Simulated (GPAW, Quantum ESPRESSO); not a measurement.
## In K ELNES/XANES of In (I4/mmm) from DFT

Aim: the In K edge of In (I4/mmm) by two routes, a Lanczos recursion (XSpectra) and a sum over empty bands (GPAW), to see which features are robust.

Program: Quantum ESPRESSO 7.5. Level of theory: core-hole supercells, plane-wave PAW LDA (first program; GPAW 26.7.0 follows as the second). Results are calculated unless marked as measured.

**1. The structure**

The structure is tetragonal, space group I4/mmm (No. 139). Conventional cell: a = 3.251 Å, b = 3.251 Å, c = 4.947 Å, α = 90.00°, β = 90.00°, γ = 90.00°. Nearest to In lie 12 In at 3.25 to 3.38 Å.

**2. The field without a hole (Quantum ESPRESSO)**

The ground state comes first: it tells whether the system has a gap, which decides how the excited electron is treated.

Input file scf.in:

```
&control
   calculation='scf', prefix='x', pseudo_dir='../pp', outdir='tmp', tprnfor=.true.
/
&system
   ibrav=0, nat=1, ntyp=1, nbnd=11
   ecutwfc=41, ecutrho=240
   occupations='smearing', smearing='mv', degauss=0.015
/
&electrons
   conv_thr=1.0e-08, electron_maxstep=120
   mixing_beta=0.5
/
ATOMIC_SPECIES
In3 1.0 In.lda-dn-kjpaw.UPF
CELL_PARAMETERS angstrom
  -1.62547000 1.62547000 2.47370000
  1.62547000 -1.62547000 2.47370000
  1.62547000 1.62547000 -2.47370000
ATOMIC_POSITIONS crystal
In3  0.00000000 0.00000000 0.00000000
K_POINTS automatic
11 11 11 0 0 0
```

Input file In.lda-dn-kjpaw.ld1.in:

```
&input
   title='In', zed=49., rel=1, iswitch=3, dft='PZ',
   config='[Kr] 5s2 5p1 4d10'
/
&inputp
   file_pseudopw='In.lda-dn-kjpaw.UPF', author='',
   lpaw=.true.,
   pseudotype=3,
   lloc=-1,
   rcloc=1.9,
   which_augfun='PSQ',
   rmatch_augfun_nc=.true.,
   nlcc=.true.,
   new_core_ps=.true.,
   rcore=1.2,
   tm=.true.,
   lgipaw_reconstruction=.true., use_paw_as_gipaw=.true.
/
6
5S  1  0  2.00  0.00  1.80  2.00  0.0
5S  1  0  0.00  3.00  1.80  2.00  0.0
5P  2  1  1.00  0.00  1.90  2.50  0.0
5P  2  1  0.00  6.00  1.90  2.50  0.0
4D  3  2 10.00  0.00  1.40  1.70  0.0
4D  3  2  0.00  5.00  1.40  1.70  0.0
```

Run with:

```sh
$ OMP_NUM_THREADS=1 mpirun --oversubscribe --bind-to none -np 4 pw.x -nk 4 -in scf.in > scf.out
```

What it wrote:

```text
     [... banner and references ...]
using ibrav=0 with symmetry is DISCOURAGED, use correct ibrav instead

     G-vector sticks info
     --------------------

     Using Slab Decomposition

     bravais-lattice index     =            0
     lattice parameter (alat)  =       6.3814  a.u.
     unit-cell volume          =     176.4256 (a.u.)^3
     number of atoms/cell      =            1
     number of atomic types    =            1
     number of electrons       =        13.00
     number of Kohn-Sham states=           11
     kinetic-energy cutoff     =      41.0000  Ry
     charge density cutoff     =     240.0000  Ry
     scf convergence threshold =      1.0E-08
     mixing beta               =       0.5000
     number of iterations used =            8  plain     mixing
     Exchange-correlation= SLA  PZ   NOGX NOGC
                           (   1   1   0   0   0   0   0)

     celldm(1)=   6.381428  celldm(2)=   0.000000  celldm(3)=   0.000000
     celldm(4)=   0.000000  celldm(5)=   0.000000  celldm(6)=   0.000000

     crystal axes: (cart. coord. in units of alat)
               a(1) = (  -0.481349   0.481349   0.732534 )
               a(2) = (   0.481349  -0.481349   0.732534 )
               a(3) = (   0.481349   0.481349  -0.732534 )

     reciprocal axes: (cart. coord. in units 2 pi/alat)
               b(1) = (  0.000000  1.038748  0.682562 )
               b(2) = (  1.038748  0.000000  0.682562 )
               b(3) = (  1.038748  1.038748  0.000000 )

     PseudoPot. #1 for In:     Pseudo is Projector augmented-wave + core cor, Zval = 13.0

     atomic species   valence    mass     pseudopotential
     In3              13.00     1.00000     In( 1.00)

     16 Sym. Ops., with inversion, found

   Cartesian axes

     site n.     atom                  positions (alat units)
         1        In3    tau(   1) = (   0.0000000   0.0000000   0.0000000  )

     number of k points=   126  Marzari-Vanderbilt smearing, width (Ry)=  0.0150

     Number of k-points >= 100: set verbosity='high' to print them.

     Dense  grid:    11099 G-vectors     FFT dimensions: (  32,  32,  32)

     Smooth grid:     6195 G-vectors     FFT dimensions: (  27,  27,  27)

     Initial potential from superposition of free atoms

     starting charge      12.9973, renormalised to      13.0000
     Starting wfcs are    9 randomized atomic wfcs +    2 random wfcs
     Checking if some PAW data can be deallocated...

     per-process dynamical memory:    17.6 Mb

     Self-consistent Calculation

     iteration #  1     ecut=    41.00 Ry     beta= 0.50
     Davidson diagonalization with overlap
     ethr =  1.00E-02,  avg # of iterations =  4.6

     Threshold (ethr) on eigenvalues was too large:
     Diagonalizing with lowered threshold

     Davidson diagonalization with overlap
     ethr =  4.81E-05,  avg # of iterations =  4.1

     total energy              =    -400.33795659 Ry
     estimated scf accuracy    <       0.00609233 Ry

     iteration #  2     ecut=    41.00 Ry     beta= 0.50
     Davidson diagonalization with overlap
     ethr =  4.69E-05,  avg # of iterations =  2.0

     total energy              =    -400.33875961 Ry
     estimated scf accuracy    <       0.00048081 Ry

     iteration #  3     ecut=    41.00 Ry     beta= 0.50
     Davidson diagonalization with overlap
     ethr =  3.70E-06,  avg # of iterations =  2.6

     total energy              =    -400.33877329 Ry
     estimated scf accuracy    <       0.00006987 Ry

     iteration #  4     ecut=    41.00 Ry     beta= 0.50
     Davidson diagonalization with overlap
     c_bands:  1 eigenvalues not converged
     ethr =  5.37E-07,  avg # of iterations =  2.1

     total energy              =    -400.33878004 Ry
     estimated scf accuracy    <       0.00000043 Ry

     iteration #  5     ecut=    41.00 Ry     beta= 0.50
     Davidson diagonalization with overlap
     ethr =  3.34E-09,  avg # of iterations =  4.5

     total energy              =    -400.33878073 Ry
     estimated scf accuracy    <       0.00000042 Ry

     iteration #  6     ecut=    41.00 Ry     beta= 0.50
     Davidson diagonalization with overlap
     ethr =  3.24E-09,  avg # of iterations =  2.0

     End of self-consistent calculation

     Number of k-points >= 100: set verbosity='high' to print the bands.

     the Fermi energy is     9.9819 ev

!    total energy              =    -400.33878080 Ry
     total all-electron energy =    -11753.116841 Ry
     estimated scf accuracy    <          4.1E-10 Ry
     smearing contrib. (-TS)   =      -0.00003462 Ry
     internal energy E=F+TS    =    -400.33874619 Ry

     The total energy is F=E-TS. E is the sum of the following terms:
     one-electron contribution =     -34.37941976 Ry
     hartree contribution      =      29.45137720 Ry
     xc contribution           =     -45.46161788 Ry
     ewald contribution        =     -87.01998028 Ry
     one-center paw contrib.   =    -262.92910547 Ry

     convergence has been achieved in   6 iterations

     Forces acting on atoms (cartesian axes, Ry/au):

     atom    1 type  1   force =     0.00000000    0.00000000    0.00000000

     Total force =     0.000000     Total SCF correction =     0.000000

     XML data file, charge density, pseudopotentials, collected wavefunctions

=------------------------------------------------------------------------------=
   JOB DONE.
=------------------------------------------------------------------------------=
```

It took 4.2 s on 4 MPI ranks of Arm Neoverse V2, shared host; peak memory 0.06 GiB; 17 s of CPU time.

Absorbing atoms carry a label of their own (element plus a letter or digit), as the spectrum program needs them as separate species.

The mesh shows no gap, so the system is treated as a metal and the core electron is put at the Fermi level (neutral cell).

**3. Spectrum without a core hole, In atom 1 (Quantum ESPRESSO)**

Without a hole the spectrum is the empty density of states of the right symmetry on the absorber, weighted by matrix elements. It needs only the small cell and serves as the baseline.

The absorber has 4 In at 3.25 Å and 8 In at 3.38 Å (distorted cuboctahedral, site symmetry 4/mmm).

Input file xspectra.in:

```
&input_xspectra
   calculation='xanes_dipole', edge='K'
   prefix='x', outdir='tmp', xiabs=1, xe0=9.9819
   xonly_plot=.false., x_save_file='xanes.sav'
   xniter=3000, xcheck_conv=20, xerror=0.005
   xcoordcrys=.false., xepsilon(1)=1, xepsilon(2)=0, xepsilon(3)=0
/
&plot
   xnepoint=61, xemin=-10, xemax=70, terminator=.true., cut_occ_states=.true.
   xgamma=3.96
/
&pseudos
   filecore='../In.wfc'
/
&cut_occ
   cut_desmooth=0.1, cut_stepl=0.05, cut_stepu=0.05, cut_ierror=1e-5
/
10 10 10 0 0 0
```

Run with:

```sh
$ OMP_NUM_THREADS=1 mpirun --oversubscribe --bind-to none -np 4 xspectra.x -nk 4 -in xspectra.in > xspectra.out
```

What it wrote:

```text
     [... banner and references ...]
Reading input_file

     calculation: xanes_dipole

     xepsilon  [cartesian coordinates]:   1.000000   0.000000   0.000000

     xonly_plot: FALSE
        => complete calculation: Lanczos + spectrum plot

     filecore (core-wavefunction file): ../In.wfc

     main plot parameters:
        cut_occ_states: TRUE
        gamma_mode:  constant
        -> using xgamma [eV]:  3.96
        xemin [eV]: -10.00
        xemax [eV]:  70.00
        xnepoint:   61
        xe0 [eV]:   9.981900 (energy zero read in input file)

[...]
x_save_file name:
     ->  xanes.sav
     x_save_file version:  2

     ... End STEP 1 ...

     ... Begin STEP 2 ...

     The spectrum is calculated using the following parameters:
        xe0 [eV]:    9.9819
        the occupied states are elimintate from the spectrum
        xemin [eV]: -10.00
        xemax [eV]:  70.00
        xnepoint:   61
        constant broadening parameter [eV]:    3.960
        Core level energy [eV]: -0.2794E+05
         (from electron binding energy of neutral atoms in X-ray data booklet)

     Cross-section successfully written in xanes.dat

     ... End STEP 2 ...

                                END JOB XSpectra
```

The job ended after 23 s (4 MPI ranks; peak memory 0.1 GiB).

The In K spectrum, In atom 1, no core hole (energy from the energy zero of the input (xe0, at the border of filled and empty states); intensity scaled to a mean of 1 over the first 20 eV; the points at xe0, where the cut of filled states can leave a spike, are interpolated; polarised curves are means over the symmetry-equivalent atoms):

```tsv
E (eV)	isotropic	ε ⊥ c	ε ∥ c
-2.0	0.46	0.45	0.48
-1.5	0.51	0.50	0.53
-1.0	0.56	0.55	0.58
-0.5	0.61	0.60	0.63
0.0	0.66	0.64	0.68
0.5	0.70	0.69	0.73
1.0	0.75	0.74	0.78
1.5	0.80	0.79	0.83
2.0	0.85	0.83	0.88
2.5	0.90	0.88	0.93
3.0	0.95	0.93	0.98
3.5	0.99	0.98	1.02
4.0	1.03	1.01	1.05
4.5	1.06	1.05	1.09
5.0	1.08	1.07	1.11
5.5	1.10	1.09	1.12
6.0	1.12	1.11	1.13
6.5	1.12	1.12	1.13
7.0	1.12	1.12	1.12
7.5	1.12	1.12	1.12
8.0	1.11	1.12	1.10
8.5	1.10	1.11	1.08
9.0	1.09	1.10	1.07
9.5	1.07	1.08	1.05
10.0	1.05	1.07	1.03
10.5	1.04	1.05	1.01
11.0	1.02	1.03	0.99
11.5	1.00	1.02	0.98
12.0	0.99	1.00	0.97
12.5	0.97	0.98	0.96
13.0	0.96	0.97	0.95
13.5	0.96	0.96	0.95
14.0	0.95	0.95	0.95
14.5	0.95	0.95	0.96
15.0	0.95	0.95	0.97
15.5	0.96	0.95	0.98
16.0	0.97	0.96	0.99
16.5	0.98	0.97	1.01
17.0	1.00	0.98	1.02
17.5	1.01	1.00	1.04
18.0	1.03	1.01	1.06
18.5	1.05	1.03	1.08
19.0	1.07	1.06	1.10
19.5	1.09	1.08	1.13
20.0	1.12	1.10	1.15
20.5	1.14	1.12	1.17
21.0	1.16	1.14	1.18
21.5	1.17	1.16	1.20
22.0	1.19	1.18	1.21
22.5	1.20	1.19	1.21
23.0	1.21	1.21	1.21
23.5	1.21	1.21	1.20
24.0	1.21	1.21	1.19
24.5	1.20	1.22	1.17
25.0	1.19	1.21	1.16
25.5	1.18	1.20	1.14
26.0	1.17	1.19	1.13
26.5	1.16	1.18	1.12
27.0	1.14	1.16	1.11
27.5	1.13	1.15	1.10
28.0	1.12	1.13	1.10
28.5	1.11	1.12	1.10
29.0	1.11	1.11	1.10
29.5	1.10	1.10	1.11
30.0	1.10	1.09	1.11
30.5	1.10	1.09	1.11
31.0	1.10	1.09	1.11
31.5	1.10	1.10	1.11
32.0	1.10	1.10	1.11
```

Main maxima below 30 eV (height): 7.3 eV (1.12) and 23.3 eV (1.21). A K edge sees empty p states on the absorber.

**4. Supercell without a hole, the energy reference (Quantum ESPRESSO)**

The photon energy needs a difference of total energies, so the cell and mesh of the coming hole run are first run without a hole.

Input file scf.in:

```
&control
   calculation='scf', prefix='x', pseudo_dir='../pp', outdir='tmp', tprnfor=.true.
/
&system
   ibrav=0, nat=6, ntyp=1, nbnd=48
   ecutwfc=41, ecutrho=240
   occupations='smearing', smearing='mv', degauss=0.015
/
&electrons
   conv_thr=6.0e-08, electron_maxstep=120
   mixing_beta=0.5
/
ATOMIC_SPECIES
In 1.0 In.lda-dn-kjpaw.UPF
CELL_PARAMETERS angstrom
  -4.87641000 1.62547000 2.47370000
  -4.87641000 -1.62547000 -2.47370000
  0.00000000 -3.25094000 4.94740000
ATOMIC_POSITIONS crystal
In   0.00000000 0.00000000 0.00000000
In   0.16666667 0.16666667 0.50000000
In   0.33333333 0.33333333 0.00000000
In   0.50000000 0.50000000 0.50000000
In   0.66666667 0.66666667 0.00000000
In   0.83333333 0.83333333 0.50000000
K_POINTS automatic
5 5 5 0 0 0
```

Run with:

```sh
$ OMP_NUM_THREADS=1 mpirun --oversubscribe --bind-to none -np 4 pw.x -nk 4 -in scf.in > scf.out
```

What it wrote:

```text
     [... banner and references ...]
[banner, memory and clock lines left out]
Found identity + (  0.1667  0.1667 -0.5000) symmetry
     This is a supercell, fractional translations are disabled
     using ibrav=0 with symmetry is DISCOURAGED, use correct ibrav instead

     G-vector sticks info

     bravais-lattice index     =            0
     lattice parameter (alat)  =      10.7798  a.u.
     unit-cell volume          =    1058.5534 (a.u.)^3
[...]
atom    3 type  1   force =    -0.00001522    0.00000000    0.00000000
     atom    4 type  1   force =    -0.00000000    0.00000000    0.00000000
     atom    5 type  1   force =     0.00001522    0.00000000    0.00000000
     atom    6 type  1   force =    -0.00000939   -0.00000000   -0.00000000

     Total force =     0.000025     Total SCF correction =     0.000041
     SCF correction compared to forces is large: reduce conv_thr to get better values

     XML data file, charge density, pseudopotentials, collected wavefunctions
[key lines of the parts left out:]
!    total energy              =   -2402.03684822 Ry
the Fermi energy is    10.0696 ev
convergence has been achieved in   7 iterations
```

Wall time 35 s (4 MPI ranks); peak memory 0.17 GiB.

Reference energy: -959455.863 eV with the cores included.

**5. The atom with a core hole (Quantum ESPRESSO)**

The final state has one core electron fewer, so a PAW data set is made for an atom with that hole.

Input file In.lda-dn-kjpaw-1sch.ld1.in:

```
&input
   title='In', zed=49., rel=1, iswitch=3, dft='PZ',
   config='1s1 2s2 2p6 3s2 3p6 3d10 4s2 4p6 5s2 5p2 4d10'
/
&inputp
   file_pseudopw='In.lda-dn-kjpaw-1sch.UPF', author='',
   lpaw=.true.,
   pseudotype=3,
   lloc=-1,
   rcloc=1.9,
   which_augfun='PSQ',
   rmatch_augfun_nc=.true.,
   nlcc=.true.,
   new_core_ps=.true.,
   rcore=1.2,
   tm=.true.,
   zval=14,
   lgipaw_reconstruction=.true., use_paw_as_gipaw=.true.
/
6
5S  1  0  2.00  0.00  1.80  2.00  0.0
5S  1  0  0.00  3.00  1.80  2.00  0.0
5P  2  1  2.00  0.00  1.90  2.50  0.0
5P  2  1  0.00  6.00  1.90  2.50  0.0
4D  3  2  10.00  0.00  1.40  1.70  0.0
4D  3  2  0.00  5.00  1.40  1.70  0.0
```

Run with:

```sh
$ ld1.x < In.lda-dn-kjpaw-1sch.ld1.in > In.lda-dn-kjpaw-1sch.ld1.out
```

What it wrote:

```text
     [... banner and references ...]
PAW data will be used for GIPAW calculation
     --------------------------- All-electron run ----------------------------

     In
     scalar relativistic calculation

     atomic number is 49.00
     dft =PZ   lsd =0 sic =0 latt =0  beta=0.20 tr2=1.0E-14
     Exchange-correlation= PZ
                           (   1   1   0   0   0   0   0)
     mesh =1241 r(mesh) = 100.30140 a.u. xmin = -7.00 dx = 0.01250
     1 Ry =  13.60569312 eV, c = 137.03599908

     n l     nl                  e(Ry)          e(Ha)          e(eV)
     1 0     1S 1( 1.00)     -2084.6193     -1042.3097    -28362.6907
     2 0     2S 1( 2.00)      -317.4475      -158.7237     -4319.0931
     2 1     2P 1( 6.00)      -288.3045      -144.1523     -3922.5831
[...]
3 2     3D 1(10.00)       -34.9086       -17.4543      -474.9561
[...]
4 2     4D 1(10.00)        -1.9202        -0.9601       -26.1251

     final scf error:  8.8E-15 reached in  46 iterations

     Etot =   -9693.024261 Ry,   -4846.512130 Ha, -131880.313523 eV

     Ekin =   10032.234067 Ry,    5016.117034 Ha,  136495.498058 eV
     Encl =  -23921.665279 Ry,  -11960.832640 Ha, -325470.836777 eV
     Eh   =    4475.232259 Ry,    2237.616130 Ha,   60888.636773 eV
     Exc  =    -278.825308 Ry,    -139.412654 Ha,   -3793.611577 eV

     normalization and overlap integrals

     s(1S/1S) =  1.000000  <r> =   0.0295  <r2> =    0.0012  r(max) =   0.0192
     s(1S/2S) = -0.012882
     s(1S/3S) = -0.005388
     s(1S/4S) = -0.002409
[...]
s(2S/2S) =  1.000000  <r> =   0.1268  <r2> =    0.0189  r(max) =   0.1076
[...]
s(2P/2P) =  1.000000  <r> =   0.1099  <r2> =    0.0147  r(max) =   0.0849
[...]
Encl =  -23921.665279 Ry,  -11960.832640 Ha, -325470.836777 eV
     Eh   =    4475.232259 Ry,    2237.616130 Ha,   60888.636773 eV
     Exc  =    -278.825308 Ry,    -139.412654 Ha,   -3793.611577 eV

     normalization and overlap integrals

[...]
s(3S/5S) = -0.000299
[...]
s(3P/5P) = -0.000195
     s(3D/3D) =  1.000000  <r> =   0.3146  <r2> =    0.1175  r(max) =   0.2517
     s(3D/4D) = -0.000526
     s(4S/4S) =  1.000000  <r> =   0.8239  <r2> =    0.7687  r(max) =   0.7469
     s(4S/5S) = -0.000186
     s(4P/4P) =  1.000000  <r> =   0.8868  <r2> =    0.8996  r(max) =   0.7852
     s(4P/5P) = -0.000119
     s(5S/5S) =  1.000000  <r> =   2.4028  <r2> =    6.6024  r(max) =   2.0303
     s(5P/5P) =  1.000000  <r> =   3.2180  <r2> =   12.1293  r(max) =   2.5426
     s(4D/4D) =  1.000000  <r> =   1.0989  <r2> =    1.4388  r(max) =   0.8897

     ------------------------ End of All-electron run ------------------------

     ---------------------- Testing the pseudopotential ----------------------

     In
     scalar relativistic calculation

     atomic number is 49.00   valence charge is 14.00
     dft = SLA  PZ   NOGX NOGC   lsd =0 sic =0 latt =0  beta=0.20 tr2=1.0E-14
     mesh =1241 r(mesh) = 100.30140 xmin = -7.00 dx = 0.01250

     n l     nl             e AE (Ry)        e PS (Ry)    De AE-PS (Ry)
     1 0     5S   1( 2.00)       -0.78260       -0.78260        0.00000
     2 1     5P   1( 2.00)       -0.28622       -0.28622        0.00000
     3 2     4D   1(10.00)       -1.92016       -1.92016        0.00000

     eps = 5.8E-16  iter =  4

     Etot =   -9693.024261 Ry,   -4846.512130 Ha, -131880.313523 eV
     Etotps =  -391.239720 Ry,    -195.619860 Ha,   -5323.087568 eV

     Ekin =     258.038315 Ry,     129.019157 Ha,    3510.790127 eV
     Encl =    -491.358743 Ry,    -245.679371 Ha,   -6685.276270 eV
     Ehrt =     120.906007 Ry,      60.453004 Ha,    1645.010031 eV
     Ecxc =    -278.825299 Ry,    -139.412650 Ha,   -3793.611457 eV
     (Ecc =     -23.858542 Ry,     -11.929271 Ha,    -324.612007 eV)

     ---------------------- End of pseudopotential test ----------------------
```

The job ended after 0.81 s (1 MPI rank; peak memory 0.13 GiB).

Removing the core electron and adding it to the valence shell costs the free atom 28025.9 eV.

(Continued in part 2 of 4.)

[Banner, clock and machine lines of the logs are left out without a mark of their own.]

[Logs are printed without paths, hosts, clocks, repeated set-up lines and the standing remarks that a program may print on its own settings, such as how far it seeks lower states.]

[Hosts, paths, dates, database ids (printed as entryN), source tags and the programs' standing remarks are cut or masked in the printed files.]

[Lists of maxima count a maximum above −3 eV only where it reaches 4 % of the highest in the window and stands out from its surroundings by 2 % of it (1.5 % where it reaches 55 %); shoulders and weaker maxima are passed over, and of the rest the first, up to two pre-edge ones and the few strongest are named.]
